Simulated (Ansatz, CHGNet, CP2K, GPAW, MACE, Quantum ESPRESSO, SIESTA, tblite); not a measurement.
## Random packing of Sn (61 atoms) in CP2K

Aim: run random packing of Sn (61 atoms) in CP2K and see how near its forces come to a plane-wave reference, and at what cost.

Method: the method is named at each step, in CP2K 2026.2.

## (1) The starting structure

The cell holds 61 atoms: 61 Sn. Cell: a = 11.914 Å, b = 11.914 Å, c = 11.914 Å, α = 90.0°, β = 90.0°, γ = 90.0°. 61 atoms (61 Sn) packed at random in a cube at 7.11 g/cm³ and pushed apart as soft spheres; a start for melting by ab initio MD, not an equilibrated structure. Then every atom was moved at random, 0.05 Å r.m.s. a Cartesian component.

The yardstick, on the same geometry:

| Property | Result |
| --- | --- |
| method | Kohn-Sham DFT, PBE, SSSP efficiency 1.3.0 pseudopotentials, plane waves (Quantum ESPRESSO 7.5); sssp-pbe-1.3.0-efficiency, cutoffs 45/360 Ry, Γ point |
| r.m.s. force component | 1.185 eV/Å |
| longest force | 4.352 eV/Å |
| pressure | 14.87 GPa |
| time | 3.8 min on 4 MPI ranks of Arm Neoverse V2, shared host |
| CPU time | 15 min |

## (2) PBE, DZVP-UZH, 350/50 Ry, diagonalisation

Method: Kohn-Sham DFT, PBE, GTH-PBE pseudopotentials, Gaussian and plane waves, DZVP-MOLOPT (UZH set), diagonalisation.

input.inp reads:

```
&GLOBAL
  PROJECT cell
  RUN_TYPE ENERGY_FORCE
  PRINT_LEVEL LOW
&END GLOBAL
&FORCE_EVAL
  METHOD QS
  STRESS_TENSOR ANALYTICAL
  &DFT
    BASIS_SET_FILE_NAME BASIS_MOLOPT_UZH
    POTENTIAL_FILE_NAME POTENTIAL_UZH
    &MGRID
      CUTOFF 350
      REL_CUTOFF 50
    &END MGRID
    &QS
      EPS_DEFAULT 1.0E-12
    &END QS
    &SCF
      SCF_GUESS ATOMIC
      EPS_SCF 1.0E-06
      MAX_SCF 200
      ADDED_MOS 27
      &DIAGONALIZATION
        ALGORITHM STANDARD
      &END DIAGONALIZATION
      &SMEAR ON
        METHOD FERMI_DIRAC
        ELECTRONIC_TEMPERATURE [K] 580
      &END SMEAR
      &MIXING
        METHOD BROYDEN_MIXING
        ALPHA 0.15
        NBROYDEN 8
      &END MIXING
      &PRINT
        &RESTART OFF
        &END RESTART
      &END PRINT
    &END SCF
    &XC
      &XC_FUNCTIONAL PBE
      &END XC_FUNCTIONAL
    &END XC
    &PRINT
      &MULLIKEN ON
      &END MULLIKEN
      &LOWDIN ON
      &END LOWDIN
      &MO ON
        EIGENVALUES T
        OCCUPATION_NUMBERS T
        MO_INDEX_RANGE 111 134
        &EACH
          QS_SCF 0
        &END EACH
        ADD_LAST NUMERIC
      &END MO
    &END PRINT
  &END DFT
  &SUBSYS
    &CELL
      A 11.91370 0.00000 0.00000
      B 0.00000 11.91370 0.00000
      C 0.00000 0.00000 11.91370
    &END CELL
    &COORD
      SCALED
      Sn 0.97595 0.14213 0.00187
      Sn 0.44745 0.00268 0.09220
      Sn 0.80622 0.54071 0.95317
      Sn 0.26119 0.34622 0.08365
      Sn 0.62367 0.57635 0.75416
      Sn 0.31888 0.52911 0.28238
      Sn 0.39769 0.31549 0.52987
      Sn 0.18472 0.05704 0.52475
      Sn 0.72881 0.14599 0.93788
      Sn 0.45128 0.14327 0.35770
      Sn 0.21844 0.83384 0.26901
      Sn 0.33861 0.83954 0.65003
      Sn 0.34195 0.90301 0.87515
      Sn 0.11077 0.68463 0.72349
      Sn 0.08604 0.50861 0.05738
      Sn 0.60766 0.03602 0.72572
      Sn 0.51563 0.24333 0.92950
      Sn 0.00465 0.00351 0.62904
      Sn 0.88753 0.06574 0.81207
      Sn 0.93716 0.39976 0.83396
      Sn 0.47857 0.68968 0.61095
      Sn 0.60775 0.35335 0.37822
      Sn 0.68377 0.81906 0.42426
      Sn 0.03274 0.25076 0.19879
      Sn 0.30720 0.15922 0.95767
      Sn 0.11286 0.28736 0.92147
      Sn 0.93241 0.79827 0.27956
      Sn 0.30658 0.55659 0.78545
      Sn 0.20601 0.98055 0.09585
      Sn 0.48525 0.46280 0.89048
      Sn 0.41031 0.09256 0.58611
      Sn 0.63612 0.06128 0.45406
      Sn 0.82613 0.63910 0.15987
      Sn 0.66678 0.17244 0.24615
      Sn 0.20169 0.30462 0.70804
      Sn 0.87740 0.79645 0.64322
      Sn 0.40826 0.78783 0.42082
      Sn 0.86767 0.02542 0.42414
      Sn 0.03502 0.85631 0.85820
      Sn 0.95610 0.39123 0.56618
      Sn 0.28008 0.28920 0.32029
      Sn 0.43007 0.54405 0.09477
      Sn 0.63405 0.84697 0.01421
      Sn 0.19881 0.49841 0.48877
      Sn 0.17856 0.83180 0.49017
      Sn 0.04044 0.55343 0.27956
      Sn 0.02690 0.18933 0.42554
      Sn 0.21377 0.68816 0.95983
      Sn 0.78808 0.15652 0.61189
      Sn 0.84727 0.28544 0.33342
      Sn 0.73542 0.81625 0.81728
      Sn 0.05954 0.72533 0.10922
      Sn 0.01034 0.65240 0.48144
      Sn 0.77836 0.54097 0.57635
      Sn 0.56341 0.73185 0.18900
      Sn 0.87088 0.42299 0.14017
[... 1 atom lines left out ...]
      Sn 0.66905 0.59664 0.36567
      Sn 0.62572 0.27779 0.70515
      Sn 0.56820 0.36423 0.12637
      Sn 0.99079 0.93604 0.11260
    &END COORD
    &KIND Sn
      BASIS_SET DZVP-MOLOPT-PBE-GTH-q4
      POTENTIAL GTH-PBE-q4
    &END KIND
  &END SUBSYS
  &PRINT
    &FORCES ON
    &END FORCES
    &STRESS_TENSOR ON
    &END STRESS_TENSOR
  &END PRINT
&END FORCE_EVAL
```

Started as:

```bash
$ OMP_NUM_THREADS=1 mpirun -np 4 cp2k.psmp -i input.inp > output.txt
```

Numbers of over 12 decimals in the logs are rounded to 6 here.

Log:

```text
CP2K| version string:                                       CP2K version 2026.2
 CP2K| Input file name                                                 input.inp
 GLOBAL| Basis set file name                                    BASIS_MOLOPT_UZH
 GLOBAL| Potential file name                                       POTENTIAL_UZH
 GLOBAL| Run type                                                   ENERGY_FORCE
 GLOBAL| Total number of message passing processes                             4
 GLOBAL| Number of threads for this process                                    1
 TOTAL NUMBERS AND MAXIMUM NUMBERS
  Total number of            - Atomic kinds:                                   1
                             - Atoms:                                         61
                             - Shell sets:                                    61
                             - Shells:                                       305
                             - Primitive Cartesian functions:                244
                             - Cartesian basis functions:                    854
                             - Spherical basis functions:                    793
  Maximum angular momentum of- Orbital basis functions:                        2
                             - Local part of the GTH pseudopotential:          0
                             - Non-local part of the GTH pseudopotential:      4
 SCF PARAMETERS         Density guess:                                    ATOMIC
                        max_scf:                                             200
                        eps_scf:                                        1.00E-06
                        added MOs                                        27    0
                        Mixing method:                            BROYDEN_MIXING
                                                charge density mixing in g-space
                        Smear method:                                FERMI_DIRAC
                        Electronic temperature [K]:                        580.0
                        Electronic temperature [a.u.]:                  1.84E-03
                        Accuracy threshold:                             1.00E-10
 Extrapolation method: initial_guess
 Number of electrons:                                                        244
 Number of occupied orbitals:                                                122
 Number of molecular orbitals:                                               149
 Number of orbital functions:                                                793
 Number of independent orbital functions:                                    793
 SCF WAVEFUNCTION OPTIMIZATION
  Step     Update method      Time    Convergence         Total energy    Change
     1 NoMix/Diag. 0.15E+00    1.6     0.65497894      -217.4157024187 -2.17E+02
     2 Broy./Diag. 0.15E+00    2.1     0.05192324      -212.3619395506  5.05E+00
     3 Broy./Diag. 0.15E+00    2.1     0.10264966      -211.8073854109  5.55E-01
     4 Broy./Diag. 0.15E+00    2.1     0.03162129      -211.5075683675  3.00E-01
     5 Broy./Diag. 0.15E+00    2.1     0.00683903      -211.4563708685  5.12E-02
     6 Broy./Diag. 0.15E+00    2.1     0.01104356      -211.3689569072  8.74E-02
     7 Broy./Diag. 0.15E+00    2.1     0.00212940      -211.3307130695  3.82E-02
[...]
16 Broy./Diag. 0.15E+00    2.1     0.00000563      -211.3106053051 -1.10E-04
    17 Broy./Diag. 0.15E+00    2.1     0.00000176      -211.3106401099 -3.48E-05
    18 Broy./Diag. 0.15E+00    2.1     0.00000042      -211.3106473798 -7.27E-06
  *** SCF run converged in    18 steps ***
  Electronic density on regular grids:       -243.9999999999        0.0000000001
  Core density on regular grids:              243.9999999988       -0.0000000012
  Total charge density on r-space grids:       -0.0000000012
  Total charge density g-space grids:          -0.0000000012
  Overlap energy of the core charge distribution:               7.9521e-07
  Self energy of the core charge distribution:               -455.081846
  Core Hamiltonian energy:                                    103.865627
  Hartree energy:                                             204.678921
  Exchange-correlation energy:                                -64.762256
  Electronic entropic energy:                                  -0.011095
  Fermi energy:                                                 0.185919
  Total energy:                                              -211.310647
  Total energy (extrapolated to T->0):                       -211.305100
 MO| EIGENVALUES AND OCCUPATION NUMBERS
 MO|
 MO|  Index      Eigenvalue [a.u.]        Eigenvalue [eV]             Occupation
 MO|    111               0.161637               4.398366               1.999996
 MO|    112               0.163989               4.462357               1.999987
 MO|    113               0.165382               4.500265               1.999972
 MO|    114               0.167723               4.563974               1.999900
 MO|    115               0.169812               4.620829               1.999689
 MO|    116               0.171953               4.679073               1.999003
[...]
MO|    132               0.206298               5.613658               0.000030
 MO|    133               0.208596               5.676183               0.000009
 MO|    134               0.211377               5.751860               0.000002
 MO| Sum:                                                             244.000000
 MO| E(Fermi):            0.185919 a.u.          5.059104 eV
 !-----------------------------------------------------------------------------!
                     Mulliken Population Analysis
 #  Atom  Element  Kind  Atomic population                           Net charge
       1     Sn       1          4.046809                             -0.046809
       2     Sn       1          3.976995                              0.023005
       3     Sn       1          3.958799                              0.041201
       4     Sn       1          4.030098                             -0.030098
       5     Sn       1          4.034095                             -0.034095
       6     Sn       1          3.983310                              0.016690
[...]
# Total charge                            244.000000                  0.000000
 !-----------------------------------------------------------------------------!
 LOWDIN POPULATION ANALYSIS
 #  Atom  Element  Kind  Atomic population                           Net charge
[...]
59     Sn       1          3.865497                              0.134503
      60     Sn       1          3.864906                              0.135094
      61     Sn       1          3.981828                              0.018172
 # Total charge                            244.000000                  0.000000
 ENERGY| Total FORCE_EVAL ( QS ) energy [hartree]           -211.310646
 FORCES| Atomic forces [hartree/bohr]
 FORCES|   Atom     x               y               z               |f|
 FORCES|      1 -1.86025388E-02 -1.66520242E-02  3.29127432E-02   4.13109311E-02
 FORCES|      2  2.08092689E-02 -7.89014434E-03  1.54986227E-02   2.71198701E-02
 FORCES|      3 -2.95277337E-02  2.26417195E-02 -3.57449999E-02   5.15968947E-02
 FORCES|      4  1.44783809E-02  1.72065783E-02  3.01117177E-02   3.75819823E-02
 FORCES|      5  2.87029593E-02  1.55407322E-02  1.57925376E-03   3.26782538E-02
 FORCES|      6 -2.63260638E-02  1.62844322E-02  1.83122894E-02   3.59664331E-02
[...]
FORCES|     59 -1.98017427E-02  4.15397743E-02  8.47343035E-03   4.67916754E-02
 FORCES|     60  2.48612975E-02 -4.19109342E-03  1.26451530E-02   2.82054830E-02
 FORCES|     61 -4.38846240E-02  4.22880245E-02 -2.02117786E-02   6.42078907E-02
 FORCES| Sum     4.42545013E-06 -6.56057149E-06  3.36819943E-06
 FORCES| Total atomic force                                       8.60060897E-06
 STRESS| Analytical stress tensor [bar]
 STRESS|                        x                   y                   z
 STRESS|      x        1.59269529965E+05  -2.94962004634E+04  -2.49059105435E+04
 STRESS|      y       -2.94962004634E+04   1.59503283746E+05   2.96550937015E+02
 STRESS|      z       -2.49059105435E+04   2.96550937015E+02   1.66367497221E+05
 STRESS| 1/3 Trace                                             1.61713436977E+05
```

It took 47 s on 4 MPI ranks of Arm Neoverse V2, shared host; peak memory 3.6 GiB; 3.1 min of CPU time.

Banners, paths, timers and routine set-up lines are dropped from the logs unmarked, and long logs keep their key lines alone; longer cuts are marked.

Compared with the plane-wave run:

```yaml
r_m_s_force_component: 1.178 eV/Å
r_m_s_difference_of_force_components: 59.33 meV/Å
longest_difference_of_force_vectors: 242.2 meV/Å
force_difference_over_r_m_s_force: 5.008 %
slope_of_forces_against_the_reference_s: 0.9927
correlation_of_force_components: 0.9988
pressure: 16.17 GPa
pressure_difference: 1.303 GPa
```

Local excerpt of 9 atoms (numbers count through the whole input) about Sn23, which has 2 bonded neighbours where the commonest count for Sn is 4; x, y, z are measured from there.

| atom | x | y | z | distance (Å) | bonds | Mulliken charge (e) | Fx | Fy | Fz (eV/Å) |
| --- | --- | --- | --- | --- | --- | --- | --- | --- | --- |
| Sn23 | 0.00 | 0.00 | 0.00 | 0.00 | 2 | 0.06 | 0.35 | 1.49 | 0.53 |
| Sn58 | -0.18 | -2.65 | -0.70 | 2.75 | 5 | -0.03 | 1.51 | -0.80 | -0.77 |
| Sn32 | -0.57 | 2.89 | 0.36 | 2.96 | 5 | -0.04 | 0.34 | -2.13 | 0.99 |
| Sn38 | 2.19 | 2.46 | 0.00 | 3.29 | 4 | 0.02 | 0.22 | -1.84 | -1.18 |
| Sn37 | -3.28 | -0.37 | -0.04 | 3.30 | 4 | -0.04 | 0.47 | 0.58 | -2.52 |
| Sn55 | -1.43 | -1.04 | -2.80 | 3.32 | 3 | -0.02 | -0.80 | -0.12 | 1.05 |
| Sn27 | 2.96 | -0.25 | -1.72 | 3.44 | 3 | -0.02 | -1.54 | 1.20 | 3.86 |
| Sn36 | 2.31 | -0.27 | 2.61 | 3.49 | 3 | 0.02 | 0.30 | -0.54 | -1.34 |
| Sn21 | -2.44 | -1.54 | 2.22 | 3.65 | 4 | 0.04 | 2.41 | -1.39 | 2.09 |

Forces lie 5.0 % from the reference's, at 0.20 times its CPU time.

## (3) GFN1-xTB, diagonalisation

Method: GFN1-xTB tight binding (the program's own implementation), diagonalisation.

input.inp reads:

```
&GLOBAL
  PROJECT cell
  RUN_TYPE ENERGY_FORCE
  PRINT_LEVEL LOW
&END GLOBAL
&FORCE_EVAL
  METHOD QS
  STRESS_TENSOR ANALYTICAL
  &DFT
    &QS
      METHOD XTB
      &XTB
        GFN_TYPE 1
        DO_EWALD T
        CHECK_ATOMIC_CHARGES F
      &END XTB
    &END QS
    &SCF
      SCF_GUESS ATOMIC
      EPS_SCF 1.0E-06
      MAX_SCF 200
      ADDED_MOS 45
      &DIAGONALIZATION
        ALGORITHM STANDARD
      &END DIAGONALIZATION
      &SMEAR ON
        METHOD FERMI_DIRAC
        ELECTRONIC_TEMPERATURE [K] 580
      &END SMEAR
      &MIXING
        METHOD BROYDEN_MIXING
        ALPHA 0.15
        NBROYDEN 8
      &END MIXING
      &PRINT
        &RESTART OFF
        &END RESTART
      &END PRINT
    &END SCF
    &PRINT
      &MULLIKEN ON
      &END MULLIKEN
    &END PRINT
  &END DFT
  &SUBSYS
    &CELL
      A 11.91370 0.00000 0.00000
      B 0.00000 11.91370 0.00000
      C 0.00000 0.00000 11.91370
    &END CELL
    &TOPOLOGY
      COORD_FILE_NAME structure.xyz
      COORD_FILE_FORMAT XYZ
    &END TOPOLOGY
  &END SUBSYS
  &PRINT
    &FORCES ON
    &END FORCES
    &STRESS_TENSOR ON
    &END STRESS_TENSOR
  &END PRINT
&END FORCE_EVAL
```

structure.xyz reads:

```xyz
61

Sn 11.62718 1.69329 0.02228
Sn 5.33079 0.03193 1.09844
Sn 9.60506 6.44186 11.35578
Sn 3.11174 4.12476 0.99658
Sn 7.43022 6.86646 8.98484
Sn 3.79904 6.30366 3.36419
Sn 4.73796 3.75865 6.31271
Sn 2.20070 0.67956 6.25171
Sn 8.68282 1.73928 11.17362
Sn 5.37641 1.70688 4.26153
Sn 2.60243 9.93412 3.20490
Sn 4.03410 10.00203 7.74426
Sn 4.07389 10.75819 10.42627
Sn 1.31968 8.15648 8.61944
Sn 1.02505 6.05943 0.68361
Sn 7.23948 0.42913 8.64601
Sn 6.14306 2.89896 11.07378
Sn 0.05540 0.04182 7.49419
Sn 10.57377 0.78321 9.67476
Sn 11.16504 4.76262 9.93555
[... 37 atom lines left out ...]
Sn 7.97086 7.10819 4.35648
Sn 7.45464 3.30951 8.40095
Sn 6.76936 4.33933 1.50553
Sn 11.80397 11.15170 1.34148
```

Started as:

```bash
$ OMP_NUM_THREADS=1 cp2k.psmp -i input.inp > output.txt
```

Log:

```text
CP2K| version string:                                       CP2K version 2026.2
 CP2K| Input file name                                                 input.inp
 GLOBAL| Basis set file name                                           BASIS_SET
 GLOBAL| Potential file name                                           POTENTIAL
[... lines left out ...]
                        Smear method:                                FERMI_DIRAC
[... lines left out ...]
 Number of electrons:                                                        244
[... lines left out ...]
  Step     Update method      Time    Convergence         Total energy    Change
[... lines left out ...]
  *** SCF run converged in    95 steps ***
[... lines left out ...]
  Fermi energy:                                                -0.275161
  Total energy:                                              -156.157885
  Total energy (extrapolated to T->0):                       -156.153546
[... lines left out ...]
 ENERGY| Total FORCE_EVAL ( QS ) energy [hartree]           -156.157885
[... lines left out ...]
 FORCES|      1 -2.69734128E-02 -2.71177611E-02  4.21523486E-02   5.69188762E-02
 FORCES|      2  1.48978390E-02 -6.80778707E-03  5.35897772E-03   1.72339842E-02
 FORCES|      3 -3.01564166E-02  2.02177184E-02 -4.59784306E-02   5.85848247E-02
[...]
FORCES|     60  2.70488765E-02 -8.39507449E-03  1.57748615E-02   3.24185942E-02
 FORCES|     61 -4.37718852E-02  4.29631528E-02 -3.49752668E-02   7.06050970E-02
 FORCES| Sum     1.73472348E-16 -9.71445147E-17 -2.70616862E-15
 FORCES| Total atomic force                                       2.71346242E-15
 STRESS| Analytical stress tensor [bar]
 STRESS|                        x                   y                   z
 STRESS|      x        8.91659767847E+02  -2.78882267610E+04  -3.09254213836E+04
 STRESS|      y       -2.78882267610E+04   9.77286836130E+03   8.19625776868E+03
 STRESS|      z       -3.09254213836E+04   8.19625776868E+03   1.92541304433E+04
 STRESS| 1/3 Trace                                             9.97288619081E+03
```

Wall time 12 s (1 thread); peak memory 0.23 GiB.

Compared with the plane-wave run:

```yaml
r_m_s_force_component: 1.542 eV/Å
r_m_s_difference_of_force_components: 593.7 meV/Å
longest_difference_of_force_vectors: 2254 meV/Å
force_difference_over_r_m_s_force: 50.11 %
slope_of_forces_against_the_reference_s: 1.221
correlation_of_force_components: 0.9384
pressure: 0.9973 GPa
pressure_difference: -13.87 GPa
```

Against the first run (5.0 %), the force difference from the reference is 50 %, at 0.065 times the CPU time (on 1 against 4 cores) (95 SCF steps against 18); the model has changed, so this is no error of the program alone.

(Part 1 of 2 ends here.)

[Also dropped from logs without a mark: logging warnings of Python, and SIESTA's first energy breakdown and zero terms.]

[Logs are printed without paths, hosts, clocks, repeated set-up lines and the standing remarks that a program may print on its own settings, such as how far it seeks lower states.]

[Hosts, paths, dates, database ids (printed as entryN), source tags and the programs' standing remarks are cut or masked in the printed files.]
